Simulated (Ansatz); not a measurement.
# (BP)2(AlN)2 [001] superlattice, started as zinc blende: from the cell to its phonons

Task: relax (BP)2(AlN)2 [001] superlattice, started as zinc blende, then find its harmonic phonons.

Method: DFT LDA, scalar-relativistic, plane waves, PAW, in Ansatz 0.2.0.

The structure was built from a prototype and need not be the compound's stable phase.

## 1. The structure

The structure is orthorhombic, space group Pmm2 (No. 25). Conventional cell: a = 3.154 Å, b = 3.154 Å, c = 8.920 Å, α = 90.00°, β = 90.00°, γ = 90.00°. Nearest to Al lie 2 P at 1.93 Å and 2 N at 1.93 Å. Nearest to Al lie 4 N at 1.93 Å. B has 2 N at 1.93 Å and 2 P at 1.93 Å nearest. Nearest to B lie 4 P at 1.93 Å. N has 4 Al at 1.93 Å nearest. Nearest to N lie 2 Al at 1.93 Å and 2 B at 1.93 Å. Farther neighbours and most contacts between anions are not listed.

## 2. Rough relaxation

A rough relaxation comes first, because large forces or stress need no tight tolerances yet.

The input, input.yaml:

```yaml
crystal:
  lattice:
    - [2.23, 2.23, 0.0]
    - [-2.23, 2.23, 0.0]
    - [0.0, 0.0, 8.92]
  atoms:
    - { symbol: Al, position: [0.0, 0.0, 0.5] }
    - { symbol: Al, position: [0.5, 0.5, 0.75] }
    - { symbol: B, position: [0.0, 0.0, 0.0] }
    - { symbol: B, position: [0.5, 0.5, 0.25] }
    - { symbol: "N", position: [0.5, 0.0, 0.625] }
    - { symbol: "N", position: [0.0, 0.5, 0.875] }
    - { symbol: P, position: [0.5, 0.0, 0.125] }
    - { symbol: P, position: [0.0, 0.5, 0.375] }
kpoints:
  mp_grid: { grid: [6, 6, 2] }
hamiltonian:
  xc: lda
scf:
  occupations: { method: gaussian, width: 0.1 }
output:
  forces: true
  stress: true
  eigenvalues: true
relax:
  adjacent_minimum: "off"
  f_tol: 0.05
  max_steps: 80
  cell: { stress_tol: 0.5 }
```

On the command line:

```bash
> ansatz run input.yaml --threads 8 --pin off --max-ram 14336MiB --backend cpu --events-out ev --progress --plain --runs-dir out
```

Numbers of over 12 decimals in the logs are rounded to 6 here.

Log:

```text
The last accepted step is kept in <dir> (removed where the run ends without a failure and the disk answers)
Engine: ansatz 0.2.0, aarch64-unknown-linux-gnu
Pseudopotentials: kind: paw
Pseudopotential: Al, paw, valence charge 3, recommended cutoff 420 eV (normal), Al.paw.azcp
Pseudopotential: B, paw, valence charge 3, recommended cutoff 420 eV (normal), B.paw.azcp
[...]
- [2.255437, 2.255437, 0]
    - [-2.135264, 2.135264, 0]
    - [0, 0, 9.060296]
  atoms:
    - { symbol: Al, position: [0, 0, 0.541792] }
    - { symbol: Al, position: [0.500000, 0.5, 0.773138] }
    - { symbol: B, position: [0, 0, -0.023468] }
    - { symbol: B, position: [0.500000, 0.5, 0.227889] }
    - { symbol: N, position: [0.5, 0, 0.649514] }
    - { symbol: N, position: [0, 0.5, 0.885296] }
    - { symbol: P, position: [0.5, 0, 0.099952] }
    - { symbol: P, position: [0, 0.5, 0.345886] }
[key lines of the parts left out:]
SCF converged after 4 iterations
Free energy (F): -3530.413089 eV
Fermi energy:    10.709406 eV
P = ⅓ Tr σ = 0.0602 GPa (0.602 kbar)
```

Wall time 9.7 s (8 threads of Arm Neoverse V2, shared host); peak memory 0.45 GiB; 67 s of CPU time.

Relaxation path:

```tsv
step	energy less that of the first step (eV)	largest force component (eV/Å)	pressure (GPa)	volume (Å³)
1	0.0000	10.2262	10.30	88.72
2	-2.5301	2.4440	-1.36	90.05
3	-2.8791	0.6368	-2.02	89.15
4	-2.9157	0.3348	-0.61	88.18
5	-2.9382	0.2272	0.11	87.47
6	-2.6604	1.7503	5.02	85.01
7	-2.9487	0.1183	0.00	87.37
8	-2.9453	0.2100	0.28	87.07
9	-2.9527	0.0209	0.07	87.27
10*	-2.9520	0.0212	0.06	87.27
```

Relaxation steps marked * repeat the geometry before them on a plane-wave basis chosen anew for their cell, so energy and pressure can jump there. Relaxation steps 6, 8 were tried and not accepted.

Forces are held to the 4 operations that the run works with; a distortion that breaks them can't arise in this run.

```tsv
conventional cell, symmetrised	before	after	change
a (Å)	3.154	3.020	-4.2 %
b (Å)	3.154	3.190	+1.1 %
c (Å)	8.920	9.060	+1.6 %
volume (Å³/atom)	11.09	10.91	-1.6 %
```

The atoms that moved most (Å, as changes of fractional coordinates times the final cell):

```tsv
atom	dx	dy	dz	length
Al1	0.000	0.000	0.379	0.379
P8	0.000	0.000	-0.264	0.264
P7	0.000	0.000	-0.227	0.227
N5	0.000	0.000	0.222	0.222
B3	0.000	0.000	-0.213	0.213
Al2	0.000	0.000	0.210	0.210
B4	0.000	0.000	-0.200	0.200
N6	0.000	0.000	0.093	0.093
```

The relaxed structure:

```
Al B N P
1.0
     2.25544    2.25544    0.00000
    -2.13526    2.13526    0.00000
     0.00000    0.00000    9.06030
Al B N P
2 2 2 2
Direct
  0.00000 0.00000 0.54179
  0.50000 0.50000 0.77314
  0.00000 0.00000 0.97653
  0.50000 0.50000 0.22789
  0.50000 0.00000 0.64951
  0.00000 0.50000 0.88530
  0.50000 0.00000 0.09995
  0.00000 0.50000 0.34589
```

This step gave:

```
pressure          : 0.06018 GPa
volume per atom   : 10.91 Å³
gap on the k-mesh : 0 eV
```

In this step the volume went from 11.09 to 10.91 Å³/atom.

## 3. Bringing the structure to rest

The cell and atoms are relaxed, since residual forces and stress would shift the frequencies.

The input, input.yaml:

```yaml
crystal:
  lattice:
    - [2.255437096, 2.255437096, 0.0]
    - [-2.1352639085, 2.1352639085, 0.0]
    - [0.0, 0.0, 9.0602955279]
  atoms:
    - { symbol: Al, position: [0.0, 0.0, 0.5417919196] }
    - { symbol: Al, position: [0.5, 0.5, 0.7731383456] }
    - { symbol: B, position: [0.0, 0.0, -0.0234677347] }
    - { symbol: B, position: [0.5, 0.5, 0.2278891406] }
    - { symbol: "N", position: [0.5, 0.0, 0.6495142048] }
    - { symbol: "N", position: [0.0, 0.5, 0.8852964979] }
    - { symbol: P, position: [0.5, 0.0, 0.0999518923] }
    - { symbol: P, position: [0.0, 0.5, 0.3458857339] }
kpoints:
  mp_grid: { grid: [10, 10, 4] }
hamiltonian:
  xc: lda
scf:
  occupations: { method: gaussian, width: 0.1 }
output:
  forces: true
  stress: true
  eigenvalues: true
  write_density: true
  write_potential: true
  elf: true
  volumetric_format: npy
relax:
  adjacent_minimum: "off"
  f_tol: 0.005
  max_steps: 80
  cell: { stress_tol: 0.05 }
```

Log:

```text
[...]
Crystal: 8 atoms, lattice volume = 87.268 Å³
Basis set: ecut = 420 eV, 1703 PW (Γ)
Bands: 24, of which v1, the nominal top of the filled ones, is band 16 counted from 1 (15 counted from 0)
Symmetry: 4 space group operations
[...]
k-points: 108 of 400 (time reversal used)
[...]
SCF iter   1: F=—  HF=-3530.415712 eV  |F-HF|=—  |Δ(HF+E_count)|=         —  Δρ=9.37e-3  dr2=1.32e-1  ethr=1.77e-3  ⟨swp⟩=7.1  Hψ=15779  notcnv=0  defer=1
[...]
SCF iter   9: F=-3530.385009 eV  HF=-3530.385009 eV  |F-HF|=2.81e-8  |Δ(HF+E_count)|=   8.08e-8  Δρ=3.10e-6  dr2=3.38e-8  ethr=3.13e-10  ⟨swp⟩=14.7  Hψ=18281  notcnv=0
SCF 1 converged in 9 iterations: F = -3530.385009 eV  dr2 = 3.38e-8
[...]
relax step   1: F+E_penalty+E_count = -3530.38500902 eV  Δ(F+E_penalty+E_count) = +0.000e0 eV  max|allowed force component| = 4.814e-1 eV/Å  Δτ_max = 0.0000 Å  P = +0.519 GPa  Ω = 87.268 Å³  (9 SCF iters, dr2 threshold 1.00e-7 eV, accepted)
Crystal: 8 atoms, lattice volume = 87.543 Å³
Basis set: ecut = 420 eV, 1691 PW (Γ)
[...]
SCF iter   7: F=-3530.409336 eV  HF=-3530.409336 eV  |F-HF|=2.74e-7  |Δ(HF+E_count)|=   3.27e-7  Δρ=1.59e-5  dr2=3.24e-7  ethr=2.50e-9  ⟨swp⟩=11.4  Hψ=19131  notcnv=0
SCF 2 converged in 7 iterations: F = -3530.409336 eV  dr2 = 3.24e-7
relax step   2: F+E_penalty+E_count = -3530.40933564 eV  Δ(F+E_penalty+E_count) = -2.433e-2 eV  max|allowed force component| = 2.310e-1 eV/Å  Δτ_max = 0.0180 Å  P = +0.183 GPa  Ω = 87.543 Å³  energy of the carried Pulay correction = -6.904e-4 eV  (7 SCF iters, dr2 threshold 8.00e-7 eV, accepted)
Crystal: 8 atoms, lattice volume = 87.581 Å³
Basis set: ecut = 420 eV, 1695 PW (Γ)
[...]
SCF iter   5: F=-3530.411423 eV  HF=-3530.411423 eV  |F-HF|=4.65e-7  |Δ(HF+E_count)|=   4.75e-7  Δρ=1.28e-5  dr2=5.33e-7  ethr=2.50e-9  ⟨swp⟩=11.3  Hψ=18774  notcnv=0
SCF 3 converged in 5 iterations: F = -3530.411423 eV  dr2 = 5.33e-7
relax step   3: F+E_penalty+E_count = -3530.41142299 eV  Δ(F+E_penalty+E_count) = -2.087e-3 eV  max|allowed force component| = 1.003e-1 eV/Å  Δτ_max = 0.0063 Å  P = +0.138 GPa  Ω = 87.581 Å³  energy of the carried Pulay correction = -7.861e-4 eV  (5 SCF iters, dr2 threshold 8.00e-7 eV, accepted)
[...]
relax step   4: F+E_penalty+E_count = -3530.41167744 eV  Δ(F+E_penalty+E_count) = -2.545e-4 eV  max|allowed force component| = 2.040e-2 eV/Å  Δτ_max = 0.0028 Å  P = +0.053 GPa  Ω = 87.630 Å³  energy of the carried Pulay correction = -9.081e-4 eV  (5 SCF iters, dr2 threshold 6.29e-7 eV, accepted)
[...]
relax step   5: F+E_penalty+E_count = -3530.41161746 eV  Δ(F+E_penalty+E_count) = +5.999e-5 eV  max|allowed force component| = 1.510e-2 eV/Å  Δτ_max = 0.0019 Å  P = -0.013 GPa  Ω = 87.664 Å³  energy of the carried Pulay correction = -9.927e-4 eV  (6 SCF iters, dr2 threshold 2.60e-8 eV, accepted)
[...]
relax step   6: F+E_penalty+E_count = -3530.41164003 eV  Δ(F+E_penalty+E_count) = -2.257e-5 eV  max|allowed force component| = 9.413e-4 eV/Å  Δτ_max = 0.0007 Å  P = -0.000 GPa  Ω = 87.658 Å³  energy of the carried Pulay correction = -9.781e-4 eV  (5 SCF iters, dr2 threshold 1.42e-8 eV, accepted)
[...]
relax step   7: F+E_penalty+E_count = -3530.41268936 eV  Δ(F+E_penalty+E_count) = -1.049e-3 eV  max|allowed force component| = 1.039e-3 eV/Å  Δτ_max = 0.0000 Å  P = +0.019 GPa  Ω = 87.658 Å³  stress off target by 7.01e-2 GPa  SCF on the basis re-selected at this cell (its energy is not comparable with the rows above)  (6 SCF iters)
[...]
relax step   8: F+E_penalty+E_count = -3530.41266652 eV  Δ(F+E_penalty+E_count) = +2.285e-5 eV  max|allowed force component| = 1.897e-4 eV/Å  Δτ_max = 0.0001 Å  P = +0.000 GPa  Ω = 87.669 Å³  energy of the carried Pulay correction = -2.740e-5 eV  (5 SCF iters, dr2 threshold 1.23e-8 eV, accepted)
[...]
SCF iter   5: F=-3530.412692 eV  HF=-3530.412692 eV  |F-HF|=5.09e-11  |Δ(HF+E_count)|=  4.87e-11  Δρ=2.39e-7  dr2=6.39e-11  ethr=1.00e-12  ⟨swp⟩=6.7  Hψ=14009  notcnv=0
SCF 9 converged in 5 iterations: F = -3530.412692 eV  dr2 = 6.39e-11
relax step   9: F+E_penalty+E_count = -3530.41269150 eV  Δ(F+E_penalty+E_count) = -2.499e-5 eV  max|allowed force component| = 1.968e-4 eV/Å  Δτ_max = 0.0000 Å  P = +0.000 GPa  Ω = 87.669 Å³  stress off target by 1.64e-3 GPa  SCF on the basis re-selected at this cell (its energy is not comparable with the rows above)  (5 SCF iters)
[...]
SCF converged after 5 iterations
Free energy (F): -3530.412692 eV
[...]
Internal energy: -3530.409752 eV  (E = F + TS)
E sigma→0 (E₀):  -3530.411222 eV
Entropy (-TS):   -0.002939 eV (-0.367 meV/atom)
Fermi energy:    10.503890 eV
[...]
--- Forces (eV/Å), atoms counted from 1 ---
  atom   1  Al    -0.00000000    -0.00000000     0.00009996
  atom   2  Al     0.00000000     0.00000000     0.00019724
  atom   3  B      0.00000000    -0.00000000    -0.00001794
  atom   4  B      0.00000000     0.00000000     0.00006960
  atom   5  N      0.00000000    -0.00000000    -0.00006495
  atom   6  N      0.00000000     0.00000000    -0.00010707
  atom   7  P     -0.00000000    -0.00000000    -0.00019538
  atom   8  P     -0.00000000    -0.00000000     0.00002231
  max |Σ_I F_I| component: 3.76e-6 eV/Å
--- Stress (GPa, compression-positive) ---
        0.000503      -0.001141       0.000000
       -0.001141       0.000503       0.000000
        0.000000       0.000000      -0.000107
  P = ⅓ Tr σ = 0.0003 GPa (0.003 kbar)
--- Band table (eV; the first three rows and the last of 108) ---
  k-point 0: bands = [... 12 lower, 6.8903, 8.0390, 8.8562, 9.9033, 10.6036, 10.7615, 11.7604, 12.1158, ... 4 higher]
  k-point 1: bands = [... 12 lower, 6.9150, 7.6223, 8.8176, 9.9179, 10.7285, 10.7591, 11.7211, 12.1371, ... 4 higher]
  k-point 2: bands = [... 12 lower, 6.9394, 6.9529, 8.7787, 9.9421, 10.6960, 10.8781, 11.6869, 12.1559, ... 4 higher]
  k-point 107: bands = [... 12 lower, 4.5785, 4.5834, 4.8755, 4.9061, 10.4394, 11.4921, 11.9768, 12.4571, ... 4 higher]
--- Relaxed structure (7 steps of the walk, 7 accepted, 2 SCFs on fresh bases) ---
[...]
cell:  # Å, volume = 87.6692 Å³
    - [2.239478, 2.239478, 0]
    - [-2.162769, 2.162769, 0]
    - [0, 0, 9.050237]
  atoms:
    - { symbol: Al, position: [0, 0, 0.539192] }
    - { symbol: Al, position: [0.5, 0.5, 0.771125] }
    - { symbol: B, position: [0, 0, -0.023390] }
    - { symbol: B, position: [0.5, 0.5, 0.228308] }
    - { symbol: N, position: [0.5, 0, 0.649796] }
    - { symbol: N, position: [0, 0.5, 0.884973] }
    - { symbol: P, position: [0.5, 0, 0.101601] }
    - { symbol: P, position: [0, 0.5, 0.348394] }
```

It took 25 s on 8 threads; peak memory 0.57 GiB; 3.1 min of CPU time.

Step by step:

```tsv
step	energy less that of the first step (eV)	largest force component (eV/Å)	pressure (GPa)	volume (Å³)
1	0.0000	0.4814	0.52	87.27
2	-0.0243	0.2310	0.18	87.54
3	-0.0264	0.1003	0.14	87.58
4	-0.0267	0.0204	0.05	87.63
5	-0.0266	0.0151	-0.01	87.66
6	-0.0266	0.0009	0.00	87.66
7*	-0.0277	0.0010	0.02	87.66
8	-0.0277	0.0002	0.00	87.67
9*	-0.0277	0.0002	0.00	87.67
```

Relaxation steps marked * repeat the geometry before them on a plane-wave basis chosen anew for their cell, so energy and pressure can jump there.

Forces are held to the 4 operations that the run works with; a distortion that breaks them can't arise in this run.

```tsv
cell as run	before	after	change
a (Å)	3.190	3.167	-0.7 %
b (Å)	3.020	3.059	+1.3 %
c (Å)	9.060	9.050	-0.1 %
volume (Å³/atom)	10.91	10.96	+0.5 %
```

The atoms that moved most (Å, as changes of fractional coordinates times the final cell):

```tsv
atom	dx	dy	dz	length
Al1	0.000	0.000	-0.024	0.024
P8	0.000	0.000	0.023	0.023
Al2	0.000	0.000	-0.018	0.018
P7	0.000	0.000	0.015	0.015
```

Final coordinates:

```
Al B N P
1.0
     2.23948    2.23948    0.00000
    -2.16277    2.16277    0.00000
     0.00000    0.00000    9.05024
Al B N P
2 2 2 2
Direct
  0.00000 0.00000 0.53919
  0.50000 0.50000 0.77112
  0.00000 0.00000 0.97661
  0.50000 0.50000 0.22831
  0.50000 0.00000 0.64980
  0.00000 0.50000 0.88497
  0.50000 0.00000 0.10160
  0.00000 0.50000 0.34839
```

This step gave:

```
pressure        : 3.00e-4 GPa
volume per atom : 10.96 Å³
```

Valence density in the ac plane at fractional y = 0.000, with atoms of Al and B and N and P within 0.2 Å of it. It is the smooth field of the valence electrons, not physical close to the nuclei.

Ten steps, logarithmic in the rise over the least value, from '_' (0.0 e/Å³) to '@' (3.5 e/Å³), each cell a mean:
```
==++****++++==========++++****++
++++++++==----::::::----==++++++
======--::::..........::::--====
::::::::..................::::::
..........::::------::::........
____..::--====++++++====--::..__
....::--==**##%%%%%%##**==--::..
::::--++**##@@@@@@@@@@##**++--::
----==++**%%@@@@@@@@@@%%**++==--
..::--++**##%%%%@@%%%%##**++--::
__..::--==++++******++++==--::..
......::------------------::....
--------::::..........::::------
======--::::..______..::::--====
====----::..__________..::----==
------::::..__________..::::----
::::::::..................::::::
........::::::------::::::......
......::--====++++++====--::....
....::--==++++******++++==--::..
----====++**++======++**++====--
====++******++--..--++******++==
********####****++****####******
********************************
```
Columns run along a (3.2 Å), rows up along c (9.1 Å). Atoms in or near the plane, at fractional coordinates: Al at (0.00, 0.54), B at (0.00, 0.98), N at (0.50, 0.65), P at (0.50, 0.10).

ELF in the ac plane at fractional y = 0.000, with atoms of Al and B and N and P within 0.2 Å of it. It is the smooth field of the valence electrons, not physical close to the nuclei.

Values, 24 rows by 16 columns, each cell a mean:
```
0.01 0.02 0.27 0.62 0.74 0.74 0.67 0.58 0.54 0.58 0.67 0.74 0.74 0.62 0.27 0.02
0.16 0.20 0.30 0.40 0.42 0.36 0.28 0.22 0.20 0.22 0.28 0.36 0.42 0.40 0.30 0.20
0.32 0.31 0.29 0.25 0.19 0.14 0.10 0.08 0.07 0.08 0.10 0.14 0.19 0.25 0.29 0.31
0.14 0.14 0.12 0.10 0.08 0.07 0.07 0.09 0.10 0.09 0.07 0.07 0.08 0.10 0.12 0.14
0.04 0.04 0.04 0.05 0.08 0.14 0.24 0.32 0.36 0.32 0.24 0.14 0.08 0.05 0.04 0.04
0.02 0.03 0.06 0.13 0.28 0.45 0.60 0.69 0.71 0.69 0.60 0.45 0.28 0.13 0.06 0.03
0.05 0.08 0.19 0.39 0.58 0.71 0.77 0.78 0.78 0.78 0.77 0.71 0.58 0.39 0.19 0.08
0.11 0.18 0.41 0.64 0.75 0.78 0.68 0.43 0.30 0.43 0.68 0.78 0.75 0.64 0.41 0.18
0.11 0.22 0.56 0.79 0.84 0.84 0.68 0.31 0.13 0.31 0.68 0.84 0.84 0.79 0.56 0.22
0.03 0.04 0.32 0.72 0.85 0.87 0.84 0.76 0.70 0.76 0.84 0.87 0.85 0.72 0.32 0.04
0.07 0.05 0.01 0.26 0.64 0.76 0.77 0.76 0.76 0.76 0.77 0.76 0.64 0.26 0.01 0.05
0.03 0.03 0.01 0.04 0.19 0.34 0.40 0.43 0.43 0.43 0.40 0.34 0.19 0.04 0.01 0.03
0.19 0.20 0.20 0.19 0.17 0.15 0.13 0.11 0.11 0.11 0.13 0.15 0.17 0.19 0.20 0.20
0.52 0.51 0.46 0.37 0.26 0.16 0.09 0.05 0.04 0.05 0.09 0.16 0.26 0.37 0.46 0.51
0.47 0.45 0.40 0.31 0.22 0.13 0.07 0.03 0.03 0.03 0.07 0.13 0.22 0.31 0.40 0.45
0.32 0.31 0.26 0.20 0.13 0.08 0.04 0.03 0.02 0.03 0.04 0.08 0.13 0.20 0.26 0.31
0.17 0.16 0.13 0.10 0.07 0.06 0.05 0.05 0.05 0.05 0.05 0.06 0.07 0.10 0.13 0.16
0.07 0.07 0.06 0.06 0.08 0.12 0.16 0.21 0.22 0.21 0.16 0.12 0.08 0.06 0.06 0.07
0.03 0.04 0.06 0.12 0.22 0.35 0.46 0.53 0.56 0.53 0.46 0.35 0.22 0.12 0.06 0.04
0.06 0.09 0.17 0.30 0.43 0.52 0.55 0.54 0.53 0.54 0.55 0.52 0.43 0.30 0.17 0.09
0.22 0.28 0.44 0.57 0.60 0.46 0.18 0.07 0.06 0.07 0.18 0.46 0.60 0.57 0.44 0.28
0.50 0.59 0.75 0.84 0.85 0.70 0.24 0.02 0.02 0.02 0.24 0.70 0.85 0.84 0.75 0.59
0.57 0.70 0.87 0.94 0.95 0.94 0.80 0.41 0.22 0.41 0.80 0.94 0.95 0.94 0.87 0.70
0.12 0.29 0.70 0.91 0.93 0.93 0.88 0.78 0.71 0.78 0.88 0.93 0.93 0.91 0.70 0.29
```
Columns run along a (3.2 Å), rows up along c (9.1 Å). Atoms in or near the plane, at fractional coordinates: Al at (0.00, 0.54), B at (0.00, 0.98), N at (0.50, 0.65), P at (0.50, 0.10).

Electrostatic potential energy in the ac plane at fractional y = 0.000, with atoms of Al and B and N and P within 0.2 Å of it. With pseudopotentials it is smooth inside the atoms' cores, unlike the true potential.

Values in eV, 24 rows by 16 columns, each cell a mean:
```
-57 -55 -39 -14   2   7   8   8   8   8   8   7   2 -14 -39 -55
-34 -29 -16  -2   6   9  10  11  11  11  10   9   6  -2 -16 -29
  1   2   5   7   9  10  10  10  10  10  10  10   9   7   5   2
 10  10  10  10  10  10  10  10  10  10  10  10  10  10  10  10
 12  12  11  11  11  10  10   9   9   9  10  10  11  11  11  12
 12  12  12  11  11  10   9   8   8   8   9  10  11  11  12  12
 11  11  11  11  10   7  -1 -10 -14 -10  -1   7  10  11  11  11
  7   7   8   9   6  -8 -31 -48 -51 -48 -31  -8   6   9   8   7
 -4  -3   0   3   3 -13 -37 -54 -55 -54 -37 -13   3   3   0  -3
 -5  -7  -8  -7  -2  -1 -11 -22 -27 -22 -11  -1  -2  -7  -8  -7
  6   4  -3  -9  -7   2   6   7   7   7   6   2  -7  -9  -3   4
  3   1  -6 -10  -6   3   7  10  10  10   7   3  -6 -10  -6   1
 -8  -8  -8  -4   2   7   9  10  11  10   9   7   2  -4  -8  -8
  3   3   5   7   9  10  11  11  12  11  11  10   9   7   5   3
 10  10  10  11  11  12  12  12  12  12  12  12  11  11  10  10
 11  11  11  12  12  12  12  12  12  12  12  12  12  12  11  11
 12  12  12  12  12  12  12  12  12  12  12  12  12  12  12  12
 12  12  12  12  12  11  11  11  11  11  11  11  12  12  12  12
 12  12  11  11  10   8   6   5   4   5   6   8  10  11  11  12
 12  11  10   8   4  -3 -14 -22 -26 -22 -14  -3   4   8  10  11
 11  11   9   4  -6 -26 -46 -54 -55 -54 -46 -26  -6   4   9  11
  8   8   7   3 -10 -34 -55 -57 -57 -57 -55 -34 -10   3   7   8
 -7  -5   0   2  -2 -16 -35 -46 -49 -46 -35 -16  -2   2   0  -5
-48 -43 -27  -7   2   2  -2  -7  -9  -7  -2   2   2  -7 -27 -43
```
Columns run along a (3.2 Å; values clipped at the 3rd and 97th percentile), rows up along c (9.1 Å). Atoms in or near the plane, at fractional coordinates: Al at (0.00, 0.54), B at (0.00, 0.98), N at (0.50, 0.65), P at (0.50, 0.10).

In this step the volume went from 10.91 to 10.96 Å³/atom.

[end of part 1 of 2]

[Logs are printed without paths, hosts, clocks, repeated set-up lines and the standing remarks that a program may print on its own settings, such as how far it seeks lower states.]

[Hosts, paths, dates, database ids (printed as entryN), source tags and the programs' standing remarks are cut or masked in the printed files.]
